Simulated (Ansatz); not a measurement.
# Is the response still linear at 0.4 V/Å? V(100), 9 layers

The dipole of a slab grows in proportion to a weak field along its normal. Does the weak-field slope carry to a strong field?

**Method.** Ansatz 0.2.0, plane waves with PAW datasets (its set soft_2), PBE; atoms held at bulk places, 18 Å of vacuum, dipole correction, cell area 9.12 Å², 18×18 k-points, smearing 0.1 eV. Without field the slab has no gap over 0.05 eV.

| run | field (V/Å) | dipole (e·Å) |
| --- | --- | --- |
| run 1 | −0.10 | −0.08355 |
| run 2 | −0.05 | −0.04178 |
| run 3 | 0.00 | 0.00000 |
| run 4 | 0.05 | 0.04178 |
| run 5 | 0.10 | 0.08355 |
| run 6 | 0.40 | ? |

Q: Estimate the withheld value from the rows shown.

A least-squares line through the 5 rows shown has slope 0.835520 and intercept 0.000000; no row lies more than 0.00001 e·Å off it. A perfect conductor with that slope would be 180.95 × 0.83552 / 9.12 = 16.58 Å thick. At 0.40 it gives 0.835520 × 0.40 + 0.000000 = 0.33421 e·Å, beyond the rows fitted. Rounding and scatter of the rows alone allow about ±0.00002 e·Å there.

The run itself gives 0.33462 e·Å: a miss of +0.00041 e·Å. That is under 1 % of the induced dipole, so the response is still linear.

Caveats: Ions are held, so this is the electronic response. Of the series that stay linear within 1 %, this collection keeps about one in seven, and it keeps all that bend. In the strongest field, at least, the program warns that the far vacuum lies low against the Fermi level, so charge may spill into it, by an amount that depends on the cell's height.
